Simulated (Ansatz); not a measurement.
## Work function of Hf(0001): what the settings cost and change: run, setting PBE, Ansatz PAW (420 eV)

Ansatz 0.2.0; plane-wave DFT, PBE, Ansatz PAW.

A work function rests on the faint tail of the density, so the SCF threshold is tight. PBE on the default files comes first; the next runs keep the geometry and change functional or files, each at the cutoff that its files recommend; a relaxation and, for heavy metals, spin-orbit coupling close the ladder.

input.yaml

```yaml
crystal:
  lattice:
    - [3.2, 0.0, 0.0]
    - [1.6, 2.7712812921, 0.0]
    - [0.0, 0.0, 33.1872]
  atoms:
    - { symbol: Hf, position: [0.0, 0.0, 0.2711888921] }
    - { symbol: Hf, position: [0.6666666667, 0.6666666667, 0.3474592614] }
    - { symbol: Hf, position: [0.0, 0.0, 0.4237296307] }
    - { symbol: Hf, position: [0.6666666667, 0.6666666667, 0.5] }
    - { symbol: Hf, position: [0.0, 0.0, 0.5762703693] }
    - { symbol: Hf, position: [0.6666666667, 0.6666666667, 0.6525407386] }
    - { symbol: Hf, position: [0.0, 0.0, 0.7288111079] }
kpoints:
  mp_grid: { grid: [15, 15, 1] }
hamiltonian:
  xc: pbe
scf:
  occupations: { method: fermi_dirac, width: 0.1 }
  convergence: { dr2_threshold: 1.0e-09 }
efield:
  axis: 3
  dipole_correction: true
  ramp_position: 0.97
  ramp_width: 0.06
output:
  write_potential: true
  write_density: true
  volumetric_format: npy
  elf: true
```

Run with:

```console
ansatz run input.yaml --threads 4 --pin off --max-ram 6144MiB --backend cpu --events-out ev --progress --plain --runs-dir out
```

Before running it: what should come out for the work function, upper face; and electron's electrostatic potential energy less the Fermi level against z?

In the vacuum the potential turns flat, and its height over the Fermi level, 4.36 eV, is the work function of the face beside that plateau.

Valence density in the ca plane at fractional y = 0.000, with atoms of Hf within 0.2 Å of it. It is the smooth field of the valence electrons, not physical close to the nuclei.

Electrostatic potential energy in the ca plane at fractional y = 0.000, with atoms of Hf within 0.2 Å of it. With pseudopotentials it is smooth inside the atoms' cores, unlike the true potential.

This step gave:

- work function, upper face: 4.360 eV

Running mean over 2.5312 Å of the planar mean; the ramp of the sawtooth is left out. The electron's electrostatic potential energy less the Fermi level by z:

z (Å), electron's electrostatic potential energy less the Fermi level (eV) and a bar from the least value:
```
      3.5       4.36 ##############################
      4.0       4.36 ##############################
      4.5       4.35 ##############################
      5.0       4.33 ##############################
      5.5       4.28 ##############################
      6.0       4.11 #############################
      6.5       3.63 ############################
      7.0       2.29 #########################
      7.5      -0.57 #################
      8.0      -4.04 #########
      8.5      -6.59 ##
      9.0      -7.41 
      9.5      -7.40 
     10.0      -7.30 
     10.5      -7.25 
     11.0      -7.26 
     11.5      -7.30 
     12.0      -7.34 
     12.5      -7.36 
     13.0      -7.35 
     13.5      -7.35 
     14.0      -7.35 
     14.5      -7.36 
     15.0      -7.37 
     15.5      -7.39 
     16.0      -7.39 
     16.5      -7.40 
     17.0      -7.39 
     17.5      -7.39 
     18.0      -7.38 
     18.5      -7.37 
     19.0      -7.35 
     19.5      -7.35 
     20.0      -7.35 
     20.5      -7.36 
     21.0      -7.35 
     21.5      -7.31 
     22.0      -7.27 
     22.5      -7.25 
     23.0      -7.27 
     23.5      -7.36 
     24.0      -7.45 
     24.5      -7.07 #
     25.0      -5.19 ######
     25.5      -1.88 ##############
     26.0       1.39 ######################
     26.5       3.27 ###########################
     27.0       3.98 #############################
     27.5       4.23 ##############################
     28.0       4.32 ##############################
     28.5       4.35 ##############################
     29.0       4.36 ##############################
     29.5       4.36 ##############################
```

ELF in the ca plane at fractional y = 0.000, with atoms of Hf within 0.2 Å of it.

Ten even steps from '0' (0.00) to '9' (0.84), each cell a mean:
```
38999525777763389995257677733899941010000000
14775224322343247752243223432477521111000000
32221232122123212212321221233222223332100000
54333542134213543345422332135433355542100000
43222342123213432224421332134322234432100000
22443133222233224421332122332244311221000000
26998325554553269973255445632799831111000000
48999626888873499995268888734999951000000000
```
Columns run along c (16.0 Å, from fractional 0.40 to 0.88 of the cell), rows up along a (3.2 Å). Atoms in or near the plane, at fractional coordinates: Hf at (0.42, 0.00), Hf at (0.58, 0.00), Hf at (0.73, 0.00).

Values in e/Å³, 5 rows by 16 columns, each cell a mean:
```
 5 10  0  0  0  4 11  0  0  0  3 12  0  0  0  0
 0  1  0  0  0  0  1  0  0  0  0  1  0  0  0  0
 0  0  0  1  0  0  0  0  1  0  0  0  0  0  0  0
 1  2  0  0  0  1  2  0  0  0  1  2  0  0  0  0
 7 16  0  0  0  6 17  0  0  0  4 18  1  0  0  0
```
Columns run along c (16.0 Å, from fractional 0.40 to 0.88 of the cell), rows up along a (3.2 Å). Atoms in or near the plane, at fractional coordinates: Hf at (0.42, 0.00), Hf at (0.58, 0.00), Hf at (0.73, 0.00).

Ten even steps from '0' (-32 eV) to '9' (13 eV), each cell a mean:
```
51000479999998510004799999985000047999999999
74213688888888741136888888987411368999999999
87767888766788877678887667898766789999999999
99888998754688998889986556899988899999999999
98888898755688988889987556899888899999999999
86445788877888864467888778888644678999999999
62001589988998620015899889986200158999999999
50010379999998500103799999984001037899999999
```
Columns run along c (16.0 Å, from fractional 0.40 to 0.88 of the cell; values clipped at the 3rd and 97th percentile), rows up along a (3.2 Å). Atoms in or near the plane, at fractional coordinates: Hf at (0.42, 0.00), Hf at (0.58, 0.00), Hf at (0.73, 0.00).

[Logs are printed without paths, hosts, clocks, repeated set-up lines and the standing remarks that a program may print on its own settings, such as how far it seeks lower states.]

[Hosts, paths, dates, database ids (printed as entryN), source tags and the programs' standing remarks are cut or masked in the printed files.]

[Maps of the electrostatic potential energy from Ansatz leave out the sawtooth potential of an applied field or a dipole correction, so their vacuum need not be flat; planar profiles and work functions include it.]
